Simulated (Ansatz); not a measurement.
# A hypothetical structure for SrMn4

Starting from a made-up structure for SrMn4, the aim is the relaxed cell, its shortest contacts and, where a second run follows, its electronic structure.

Main program and level: Ansatz 0.2.0; DFT, PBEsol, plane-wave PAW, files of the set soft_1, scalar-relativistic, ferromagnetic start, cell and ions relaxed at zero pressure; PAW set soft_1.

## 1. The structure

The structure is tetragonal, space group I4/mmm (No. 139). The conventional cell has a = 4.205 Å, b = 4.205 Å, c = 10.314 Å, α = 90.00°, β = 90.00°, γ = 90.00°. Nearest to Sr lie 16 Mn at 3.24 to 3.33 Å. Mn has 8 Mn at 2.47 to 2.97 Å and 4 Sr at 3.33 Å nearest. Nearest to Mn lie 5 Mn at 2.47 to 2.56 Å and 4 Sr at 3.24 Å. Farther neighbours are not listed.

## 2. Relaxation of the guess

The guess takes its coordinates from another compound and its volume from a rule, so the cell and any free coordinates are relaxed together.

File input.yaml:

```yaml
crystal:
  lattice:
    - [-2.1025, 2.1025, 5.157]
    - [2.1025, -2.1025, 5.157]
    - [2.1025, 2.1025, -5.157]
  atoms:
    - { symbol: Sr, position: [0.0, 0.0, 0.0] }
    - { symbol: Mn, position: [0.25, 0.75, 0.5], spin: 4.0 }
    - { symbol: Mn, position: [0.75, 0.25, 0.5], spin: 4.0 }
    - { symbol: Mn, position: [0.624, 0.624, 0.0], spin: 4.0 }
    - { symbol: Mn, position: [0.376, 0.376, 0.0], spin: 4.0 }
magnetization:
  spin_polarized: true
kpoints:
  mp_grid: { grid: [9, 9, 9] }
scf:
  occupations: { method: fermi_dirac, width: 0.05 }
hamiltonian:
  xc: pbesol
  pseudopotentials: { kind: paw, azcp: { folder: soft_1 }, xc_functional: pbe }
relax:
  f_tol: 0.015
  max_steps: 70
  cell: {}
output:
  forces: true
  stress: true
```

Started as:

```
$ ansatz run input.yaml --threads 4 --pin off --max-ram 8192MiB --backend cpu --events-out ev --progress --plain --runs-dir out
```

Numbers of over 12 decimals in the logs are rounded to 6 here.

What it wrote:

```text
basis.fft_grid_basis auto: the FFT boxes are laid along the combinations [[1, 0, 1], [0, 1, 1], [0, 0, 1]] of the cell's own vectors, 4.205, 4.205 and 5.953 Å long. The dense box has 30×30×40 points. Along the cell's own vectors, as sized, it would have 40×40×40, 1.78 times as many. Of the 16 symmetry operations that the crystal satisfies within crystal.symmetry.tolerance (time reversal apart; of a slab, those that k [...]
Engine: ansatz 0.2.0, aarch64-unknown-linux-gnu
Pseudopotentials: kind: paw
Pseudopotential: Sr, paw, valence charge 10, recommended cutoff 420 eV (normal), soft_1/Sr.paw.azcp
Pseudopotential: Mn, paw, valence charge 15, recommended cutoff 420 eV (normal), soft_1/Mn.paw.azcp
Functional definition: PBEsol
  exchange = pbesol_x
  correlation = pbesol_c
Crystal: 5 atoms, lattice volume = 91.186 Å³
Basis set: ecut = 420 eV, 1757 PW (Γ), FFT grids on a1+a3, a2+a3, a3, exchange–correlation on 60×60×80 points (8 copies of the dense FFT grid, shifted against one another)
Bands: 52, of which v1, the nominal top of the filled ones, is band 35 counted from 1 (34 counted from 0)
Symmetry: 16 space group operations
Space group: I4/mmm (ITA 139), of the structure as read, at distance tolerance 4.5e-5 Å
Magnetic group: BNS 139.531 (UNI 1191), of the structure as read, at distance tolerance 4.5e-5 Å
k-points: 75 of 729
Non-local potential: Sr, projectors of the file, l = 0: 3, l = 1: 2, l = 2: 2
Non-local potential: Mn, projectors of the file, l = 0: 3, l = 1: 2, l = 2: 3, l = 3: 1
PAW form: soft (Blöchl's): semilocal exchange-correlation on the pseudo side does not see the compensation charge
PAW frozen core: Sr, regenerated for the run's functional, and the local potential with it (the file was generated under x = pbe(κ = 0.804, μ = 0.219515), c = pbe(β = 0.066725))
PAW frozen core: Mn, regenerated for the run's functional, and the local potential with it (the file was generated under x = pbe(κ = 0.804, μ = 0.219515), c = pbe(β = 0.066725))
PAW one-centre angular grid: Sr, 110 points (default); XC on 64 Gauss nodes
PAW one-centre angular grid: Mn, 590 points (default); XC on 64 Gauss nodes
Initial density: superposition of atomic densities (chi_scale 0.1, normalization cell, long waves kept (reshape's long-wave potential 0.00 eV rms))
Starting moments: Σ|m| = 16 μB on 4 of 5 sites
Initial wavefunctions: pseudopotential atomic-orbital guess
Functional: x = pbesol(κ = 0.804, μ = 0.123457), c = pbesol(β = 0.046)
SCF iter   1: F=—  HF=-18960.925377 eV  |F-HF|=—  |Δ(HF+E_count)|=         —  Δρ=5.14e-2 (↑5.14e-2 ↓1.54e-2)  dr2=2.83e0  dr2_m=5.83e-1  M=14.260 μB ∫|m|=14.626 μB  β_m=0.30  ethr=3.10e-3  ⟨swp⟩=8.0  Hψ=35353  notcnv=0  defer=15
Mixer restart at iter 1: flushing history
preconditioner: auto → Kerker (q_TF=auto, 2.611 Å⁻¹)  [metal: Δε(μ)=0.018 eV  Ē_g=8.311 eV  σ=0.050 eV  W_gap=0.09  n_scr=32 (ndim 8)  ℏωp=23.3 eV  f_vac=0.000  D(μ)=4.35/eV (n_scr^D=32)]
spin=Collinear: Kerker preconditioning applied to the charge; magnetization (m = ρ↑ − ρ↓) channel mixes plain (no charge-response kernel on spin).
SCF iter   2: F=—  HF=-18960.169479 eV  |F-HF|=—  |Δ(HF+E_count)|=   7.56e-1  Δρ=1.83e-2 (↑1.83e-2 ↓1.35e-2)  dr2=2.98e-1  dr2_m=1.61e-1  M=14.315 μB ∫|m|=14.646 μB  β_m=0.37  ethr=3.10e-3  ⟨swp⟩=2.0  Hψ=12300  notcnv=0  defer=601
SCF iter   3: F=—  HF=-18976.773420 eV  |F-HF|=—  |Δ(HF+E_count)|=         —  Δρ=3.20e-1 (↑3.20e-1 ↓2.70e-1)  dr2=2.85e0  dr2_m=7.24e1  M=1.593 μB ∫|m|=7.817 μB  β_m=1.00  ethr=4.26e-4  ⟨swp⟩=2.1  Hψ=11530  notcnv=0  defer=601
Mixer restart at iter 3: flushing history
SCF iter   4: F=—  HF=-18966.820876 eV  |F-HF|=—  |Δ(HF+E_count)|=    9.95e0  Δρ=1.22e-1 (↑9.65e-2 ↓1.22e-1)  dr2=1.25e1  dr2_m=6.39e0  M=1.480 μB ∫|m|=11.896 μB  β_m=0.37  ethr=7.14e-5  ⟨swp⟩=3.7  Hψ=24117  notcnv=0  defer=774
SCF iter   5: F=—  HF=-18964.320452 eV  |F-HF|=—  |Δ(HF+E_count)|=    2.50e0  Δρ=2.25e-2 (↑2.19e-2 ↓2.25e-2)  dr2=4.77e-1  dr2_m=3.44e-1  M=1.357 μB ∫|m|=10.422 μB  β_m=0.40  ethr=7.14e-5  ⟨swp⟩=3.7  Hψ=23223  notcnv=0  defer=753
SCF iter   6: F=—  HF=-18964.358789 eV  |F-HF|=—  |Δ(HF+E_count)|=   3.83e-2  Δρ=1.61e-2 (↑1.24e-2 ↓1.61e-2)  dr2=2.77e-1  dr2_m=1.41e-1  M=1.261 μB ∫|m|=10.519 μB  β_m=0.66  ethr=7.14e-5  ⟨swp⟩=2.2  Hψ=13023  notcnv=0  defer=752
SCF iter   7: F=—  HF=-18964.301574 eV  |F-HF|=—  |Δ(HF+E_count)|=   5.72e-2  Δρ=4.74e-3 (↑4.74e-3 ↓3.60e-3)  dr2=6.82e-2  dr2_m=7.98e-4  M=1.128 μB ∫|m|=10.672 μB  β_m=0.63  ethr=7.14e-5  ⟨swp⟩=2.6  Hψ=12854  notcnv=0  defer=752
SCF iter   8: F=—  HF=-18964.302913 eV  |F-HF|=—  |Δ(HF+E_count)|=   1.34e-3  Δρ=4.86e-3 (↑4.86e-3 ↓2.19e-3)  dr2=1.84e-2  dr2_m=5.39e-3  M=1.044 μB ∫|m|=10.665 μB  β_m=0.82  ethr=7.14e-5  ⟨swp⟩=2.1  Hψ=12625  notcnv=0  defer=751
SCF iter   9: F=—  HF=-18964.313849 eV  |F-HF|=—  |Δ(HF+E_count)|=   1.09e-2  Δρ=1.62e-3 (↑1.62e-3 ↓1.56e-3)  dr2=6.37e-4  dr2_m=1.96e-3  M=1.019 μB ∫|m|=10.769 μB  β_m=0.91  ethr=2.63e-5  ⟨swp⟩=2.0  Hψ=13738  notcnv=0  defer=751
SCF iter  10: F=—  HF=-18964.313680 eV  |F-HF|=—  |Δ(HF+E_count)|=   1.69e-4  Δρ=3.48e-4 (↑3.47e-4 ↓3.48e-4)  dr2=4.43e-4  dr2_m=6.00e-6  M=1.017 μB ∫|m|=10.791 μB  β_m=0.95  ethr=9.10e-7  ⟨swp⟩=2.0  Hψ=10721  notcnv=0  defer=751
SCF iter  11: F=—  HF=-18964.313675 eV  |F-HF|=—  |Δ(HF+E_count)|=   5.22e-6  Δρ=1.52e-4 (↑1.52e-4 ↓8.85e-5)  dr2=1.10e-5  dr2_m=1.03e-5  M=1.023 μB ∫|m|=10.799 μB  β_m=0.98  ethr=6.33e-7  ⟨swp⟩=2.2  Hψ=9696  notcnv=0  defer=751
SCF iter  12: F=—  HF=-18964.313675 eV  |F-HF|=—  |Δ(HF+E_count)|=   5.48e-7  Δρ=7.99e-5 (↑7.99e-5 ↓4.63e-5)  dr2=1.45e-5  dr2_m=2.83e-7  M=1.023 μB ∫|m|=10.802 μB  β_m=0.99  ethr=1.57e-8  ⟨swp⟩=2.3  Hψ=11513  notcnv=0  defer=751
SCF iter  13: F=—  HF=-18964.313676 eV  |F-HF|=—  |Δ(HF+E_count)|=   4.08e-7  Δρ=2.30e-5 (↑2.30e-5 ↓9.90e-6)  dr2=9.54e-7  dr2_m=7.51e-8  M=1.022 μB ∫|m|=10.802 μB  β_m=0.95  ethr=1.57e-8  ⟨swp⟩=2.0  Hψ=9730  notcnv=0  defer=751
SCF iter  14: F=—  HF=-18964.313676 eV  |F-HF|=—  |Δ(HF+E_count)|=   1.12e-7  Δρ=7.73e-6 (↑2.41e-6 ↓7.73e-6)  dr2=7.35e-8  dr2_m=1.09e-8  M=1.022 μB ∫|m|=10.802 μB  β_m=0.97  ethr=1.36e-9  ⟨swp⟩=2.2  Hψ=10042  notcnv=0  defer=751
SCF iter  15: F=-18964.313676 eV  HF=-18964.313676 eV  |F-HF|=1.81e-8  |Δ(HF+E_count)|=   8.62e-9  Δρ=2.65e-6 (↑1.88e-6 ↓2.65e-6)  dr2=2.20e-8  dr2_m=2.82e-10  M=1.022 μB ∫|m|=10.802 μB  ethr=1.05e-10  ⟨swp⟩=2.1  Hψ=21617  notcnv=0
[...]
SCF iter   1: F=—  HF=-18965.010006 eV  |F-HF|=—  |Δ(HF+E_count)|=         —  Δρ=2.43e-4 (↑2.37e-4 ↓2.43e-4)  dr2=1.23e-4  dr2_m=5.59e-7  M=-0.408 μB ∫|m|=3.890 μB  β_m=0.65  ethr=5.98e-6  ⟨swp⟩=3.0  Hψ=51406  notcnv=0
preconditioner: auto → Kerker (q_TF=auto, 2.043 Å⁻¹)  [metal: Δε(μ)=0.002 eV  Ē_g=8.428 eV  σ=0.050 eV  W_gap=0.01  n_scr=10 (ndim 8)  ℏωp=25.4 eV  f_vac=0.000  D(μ)=5.89/eV (n_scr^D=76)]
spin=Collinear: Kerker preconditioning applied to the charge; magnetization (m = ρ↑ − ρ↓) channel mixes plain (no charge-response kernel on spin).
SCF iter   2: F=—  HF=-18965.009996 eV  |F-HF|=—  |Δ(HF+E_count)|=   1.01e-5  Δρ=1.05e-4 (↑1.04e-4 ↓1.05e-4)  dr2=4.24e-6  dr2_m=4.12e-6  M=-0.408 μB ∫|m|=3.893 μB  β_m=0.58  ethr=1.76e-7  ⟨swp⟩=2.6  Hψ=12976  notcnv=0
SCF iter   3: F=—  HF=-18965.010017 eV  |F-HF|=—  |Δ(HF+E_count)|=   2.09e-5  Δρ=2.42e-5 (↑2.31e-5 ↓2.42e-5)  dr2=4.05e-7  dr2_m=1.91e-8  M=-0.408 μB ∫|m|=3.892 μB  β_m=0.56  ethr=6.06e-9  ⟨swp⟩=2.0  Hψ=13283  notcnv=0
SCF iter   4: F=—  HF=-18965.010026 eV  |F-HF|=—  |Δ(HF+E_count)|=   9.59e-6  Δρ=3.02e-5 (↑2.84e-5 ↓3.02e-5)  dr2=2.65e-6  dr2_m=8.98e-9  M=-0.408 μB ∫|m|=3.892 μB  β_m=0.56  ethr=5.78e-10  ⟨swp⟩=2.0  Hψ=10048  notcnv=0
SCF iter   5: F=—  HF=-18965.010032 eV  |F-HF|=—  |Δ(HF+E_count)|=   5.55e-6  Δρ=2.95e-5 (↑2.76e-5 ↓2.95e-5)  dr2=1.70e-6  dr2_m=2.49e-7  M=-0.408 μB ∫|m|=3.891 μB  β_m=0.78  ethr=5.78e-10  ⟨swp⟩=2.4  Hψ=13077  notcnv=0
SCF iter   6: F=—  HF=-18965.010036 eV  |F-HF|=—  |Δ(HF+E_count)|=   4.29e-6  Δρ=2.34e-5 (↑2.34e-5 ↓2.32e-5)  dr2=1.82e-6  dr2_m=3.80e-8  M=-0.408 μB ∫|m|=3.890 μB  β_m=0.55  ethr=5.78e-10  ⟨swp⟩=2.0  Hψ=10058  notcnv=0
SCF iter   7: F=—  HF=-18965.010041 eV  |F-HF|=—  |Δ(HF+E_count)|=   4.69e-6  Δρ=1.31e-5 (↑9.85e-6 ↓1.31e-5)  dr2=8.33e-8  dr2_m=4.98e-8  M=-0.408 μB ∫|m|=3.887 μB  β_m=0.74  ethr=5.78e-10  ⟨swp⟩=2.0  Hψ=13119  notcnv=0
SCF iter   8: F=—  HF=-18965.010044 eV  |F-HF|=—  |Δ(HF+E_count)|=   2.87e-6  Δρ=9.68e-6 (↑9.68e-6 ↓9.31e-6)  dr2=1.10e-9  dr2_m=6.34e-8  M=-0.408 μB ∫|m|=3.884 μB  β_m=0.87  ethr=1.19e-10  ⟨swp⟩=3.0  Hψ=15365  notcnv=0
SCF iter   9: F=—  HF=-18965.010043 eV  |F-HF|=—  |Δ(HF+E_count)|=   1.35e-7  Δρ=6.08e-6 (↑4.88e-6 ↓6.08e-6)  dr2=1.12e-7  dr2_m=1.77e-9  M=-0.408 μB ∫|m|=3.882 μB  β_m=0.87  ethr=1.57e-12  ⟨swp⟩=4.1  Hψ=19759  notcnv=0
SCF iter  10: F=—  HF=-18965.010044 eV  |F-HF|=—  |Δ(HF+E_count)|=   1.40e-7  Δρ=1.19e-6 (↑1.19e-6 ↓1.03e-6)  dr2=4.01e-9  dr2_m=1.41e-10  M=-0.408 μB ∫|m|=3.883 μB  β_m=0.93  ethr=1.57e-12  ⟨swp⟩=3.9  Hψ=16692  notcnv=0
SCF iter  11: F=—  HF=-18965.010044 eV  |F-HF|=—  |Δ(HF+E_count)|=   3.63e-9  Δρ=4.18e-7 (↑3.39e-7 ↓4.18e-7)  dr2=1.12e-10  dr2_m=8.16e-11  M=-0.408 μB ∫|m|=3.883 μB  β_m=0.97  ethr=1.57e-12  ⟨swp⟩=2.0  Hψ=12894  notcnv=0
SCF iter  12: F=—  HF=-18965.010044 eV  |F-HF|=—  |Δ(HF+E_count)|=  3.31e-10  Δρ=3.34e-7 (↑3.34e-7 ↓2.82e-7)  dr2=3.09e-10  dr2_m=2.42e-12  M=-0.408 μB ∫|m|=3.883 μB  β_m=0.88  ethr=1.00e-12  ⟨swp⟩=2.0  Hψ=9863  notcnv=0
SCF iter  13: F=—  HF=-18965.010044 eV  |F-HF|=—  |Δ(HF+E_count)|=  4.33e-10  Δρ=4.74e-8 (↑4.41e-8 ↓4.74e-8)  dr2=3.08e-12  dr2_m=5.57e-13  M=-0.408 μB ∫|m|=3.883 μB  β_m=0.92  ethr=1.00e-12  ⟨swp⟩=2.0  Hψ=10089  notcnv=0
SCF iter  14: F=-18965.010044 eV  HF=-18965.010044 eV  |F-HF|=4.37e-11  |Δ(HF+E_count)|=  3.64e-12  Δρ=1.17e-7 (↑9.46e-8 ↓1.17e-7)  dr2=4.21e-11  dr2_m=2.09e-13  M=-0.408 μB ∫|m|=3.883 μB  ethr=1.00e-12  ⟨swp⟩=2.4  Hψ=21468  notcnv=0
the starting moments were not kept: 2 of 4 ended reversed and 2 kept their direction, counting a site from 0.1 of the cell's largest site moment. The largest reversed, site 4 (counted from 0, in the order of the report's site_moments_mub), started with +4.0 μB and closes at -9.4e-1 μB in its sphere. The net magnetisation is 4.0e-1 μB in size, at most 0.1 of the 16 μB that the starting moments add up to as vectors.
SCF 9 converged in 14 iterations: F = -18965.010044 eV  dr2 = 4.21e-11
relax step   9: F+E_penalty+E_count = -18965.01004362 eV  Δ(F+E_penalty+E_count) = +1.225e-2 eV  max|allowed force component| = 3.288e-3 eV/Å  Δτ_max = 0.0000 Å  P = -0.035 GPa  Ω = 77.118 Å³  stress off target by 4.05e-2 GPa  SCF on the basis re-selected at this cell (its energy is not comparable with the rows above)  (14 SCF iters)
basis re-selected at this cell: Δ(F+E_penalty+E_count) = +1.225e-2 eV, ΔP = -0.034 GPa vs the last step (what re-selecting the basis moved, of the pressure what is left beyond the Pulay correction that the steps carried, after the strain that the cell walked since its last selection, with what the two solves' SCF thresholds leave and, on support functions, any second-order correction that the steps lacked; it is no measure of the basis error at this ecutwfc). The dense FFT grid was sized anew with the basis: this SCF ran on 27×27×40 points, the steps before it on 30×30×40, so part of this shift can come from that change (see relax.cell in the input reference). [rest of the remark cut]
an SCF from ferrimagnetic starting moments (0.00, 4.00, 4.00, 4.00, -4.00 Bohr magnetons, atom by atom) was not made, so that it is not known whether that order lies lower: the deck asks for what bars it, or types moments that do (magnetization.spin_polarized, in the input reference, names some of the keys), or the run goes by scf.lower_state_search: light, the default, which as a rule tries one only behind a close t [...]
SCF converged after 14 iterations
Magnetization: -0.4083 μB (34.7959 up, 35.2041 down)
Absolute magnetization: 3.8828 μB (∫|ρ↑−ρ↓|, with the PAW one-centre terms)
Spin contamination: 0.7446 ħ² per cell (⟨S²⟩ above its minimum at these occupations)
Per-site moments (μB) at R_I (Å): [(-0.00657261, 1.286278), (0.783445, 0.925189), (0.783445, 0.925189), (-0.942115, 0.925189), (-0.942115, 0.925189)]
Free energy (F): -18965.010044 eV
Harris-Foulkes:  -18965.010044 eV  (|F-HF|=4.37e-11)
Internal energy: -18964.962692 eV  (E = F + TS)
E sigma→0 (E₀):  -18964.986368 eV
Entropy (-TS):   -0.047352 eV (-9.470 meV/atom)
Fermi energy:    14.601194 eV
--- Per-component energies (eV) ---
  E_band       = -983.880427
  E_kinetic    = 1522.030680
  E_local      = -10660.263956  (includes V_loc(G=0)·N_el)
  E_nonlocal   = 2062.780761
  E_hartree    = 4119.025916
  E_xc         = -613.052857
  E_vxc        = -719.796236  (∫ρ·V_xc dr)
  E_paw        = -7822.272883  (= ΣΔE_a)
  E_vpaw       = -1426.683579  (= ΣTr[D̂ρ^β])
  E_aug_tail   = 0.000394  (compensation charges beyond the density's cutoff)
  E_ewald      = -7574.023696
  E_core_change = 0.812950  (= ΣΔE_core)
  E_smearing   = -0.047352  (= −TS)
  E_closure    = 0.000000  (closes the sum)
  Σ components = -18965.010044   (vs F -18965.010044, Δ=0.00e0)
--- Forces (eV/Å), atoms counted from 1 ---
  atom   1  Sr    -0.00000000     0.00000000     0.00000000
  atom   2  Mn     0.00000000    -0.00000000     0.00000000
  atom   3  Mn    -0.00000000    -0.00000000     0.00000000
  atom   4  Mn    -0.00000000     0.00000000    -0.00328830
  atom   5  Mn    -0.00000000     0.00000000     0.00328830
  max |Σ_I F_I| component: 7.54e-18 eV/Å
--- Stress (GPa, compression-positive) ---
       -0.040469      -0.000000       0.000000
       -0.000000      -0.040469       0.000000
        0.000000       0.000000      -0.024452
  P = ⅓ Tr σ = -0.0351 GPa (-0.351 kbar)
--- Relaxed structure (8 steps of the walk, 8 accepted, 1 SCFs on fresh bases) ---
  F+E_penalty+E_count = -18965.01004362 eV   max|allowed force component| = 3.288e-3 eV/Å   (the final SCF, on the basis selected at the relaxed cell)
  cell:  # Å, volume = 77.1179 Å³
    - [-1.964693, 1.964693, 4.994662]
    - [1.964693, -1.964693, 4.994662]
    - [1.964693, 1.964693, -4.994662]
  atoms:
    - { symbol: Sr, position: [4.709352077501512e-19, 4.709352077501512e-19, 0] }
    - { symbol: Mn, position: [0.250000, 0.75, 0.5] }
    - { symbol: Mn, position: [0.75, 0.250000, 0.5] }
    - { symbol: Mn, position: [0.641695, 0.641695, 0] }
    - { symbol: Mn, position: [0.358305, 0.358305, 0] }
```

Run time: 2.2 min. Hardware: 4 threads of Arm Neoverse V2, shared host; peak memory 0.71 GiB; 8.7 min of CPU time.

The steps of the relaxation:

| step | energy less that of the first step (eV) | largest force component (eV/Å) | pressure (GPa) | volume (Å³) |
| --- | --- | --- | --- | --- |
| 1 | 0.0000 | 0.7901 | -7.86 | 91.19 |
| 2 | -0.3422 | 0.7954 | -6.52 | 84.67 |
| 3 | -0.6517 | 0.5418 | 2.57 | 74.51 |
| 4 | -0.6927 | 0.2889 | -1.40 | 76.85 |
| 5 | -0.7073 | 0.0507 | 0.31 | 76.19 |
| 6 | -0.7085 | 0.0147 | 0.17 | 76.70 |
| 7 | -0.7087 | 0.0193 | 0.03 | 76.93 |
| 8 | -0.7086 | 0.0003 | 0.00 | 77.12 |
| 9* | -0.6964 | 0.0033 | -0.04 | 77.12 |

Relaxation steps marked * repeat the geometry before them on a plane-wave basis chosen anew for their cell, so energy and pressure can jump there.

Forces are held to the 16 operations that the run works with; a distortion that breaks them can't arise in this run.

```csv
"conventional cell, symmetrised",before,after,change
a (Å),4.205,3.929,-6.6 %
b (Å),4.205,3.929,-6.6 %
c (Å),10.314,9.989,-3.1 %
volume (Å³/atom),18.24,15.42,-15.4 %
```

The atoms that moved most (Å, as changes of fractional coordinates times the final cell):

| atom | dx | dy | dz | length |
| --- | --- | --- | --- | --- |
| Mn5 | 0.000 | 0.000 | -0.177 | 0.177 |
| Mn4 | 0.000 | 0.000 | 0.177 | 0.177 |

The relaxed structure:

```
Sr Mn
1.0
    -1.96469    1.96469    4.99466
     1.96469   -1.96469    4.99466
     1.96469    1.96469   -4.99466
Sr Mn
1 4
Cartesian
  0.0000 0.0000 0.0000
  1.9647 0.0000 2.4973
  0.0000 1.9647 2.4973
  0.0000 0.0000 6.4101
  0.0000 0.0000 3.5792
```

This step gave:

```yaml
free_energy: -18965.0100 eV
energy_at_zero_smearing: -18964.9864 eV
smearing_term_ts: 0.04735 eV
fermi_energy: 14.60 eV
magnetization: -0.4083 μB
absolute_magnetization: 3.883 μB
site_moments: -0.006573, 0.7834, 0.7834, -0.9421, -0.9421 μB
electrons: 70
symmetry_operations: 16
pressure: -0.03513 GPa
```

Site moment by atom:

```csv
atom,site moment (μB)
Sr1,-0.007
Mn2,0.783
Mn3,0.783
Mn4,-0.942
Mn5,-0.942
```

The shortest distance of each pair, which need not be the same contact before and after:

```csv
pair,guess (Å),relaxed (Å)
Mn–Mn,2.472,2.243
Mn–Sr,3.237,3.118
Sr–Sr,4.205,3.929
```

The relaxation ends with a largest force component of 0.0033 eV/Å and a pressure of -0.04 GPa.

## 3. Outcome

| Quantity | Value |
| --- | --- |
| space group, relaxed | I4/mmm |
| conventional cell | a = 3.929, b = 3.929, c = 9.989 Å; α = 90.0°, β = 90.0°, γ = 90.0° |
| volume per atom | 15.42 Å³ (guess 18.24) |
| total moment | 0.41 μB in the cell of 5 atoms |

What this shows: SrMn4 relaxes to I4/mmm with a = 3.929, b = 3.929 and c = 9.989 Å. The guessed volume was 18 % too large. The space group I4/mmm was held in the relaxation, so the end point is a stationary structure within it and may be a saddle against distortions or other arrangements. The input starts from parallel moments, and no other start was typed; the run left that order, and the end state is ferrimagnetic. Mesh and cutoff weren't tested. No dispersion term is used, so weakly bound directions may come out too long. Nothing here tests whether the compound is stable against decomposition.

[Logs are printed without paths, hosts, clocks, repeated set-up lines and the standing remarks that a program may print on its own settings, such as how far it seeks lower states.]

[Hosts, paths, dates, database ids (printed as entryN), source tags and the programs' standing remarks are cut or masked in the printed files.]
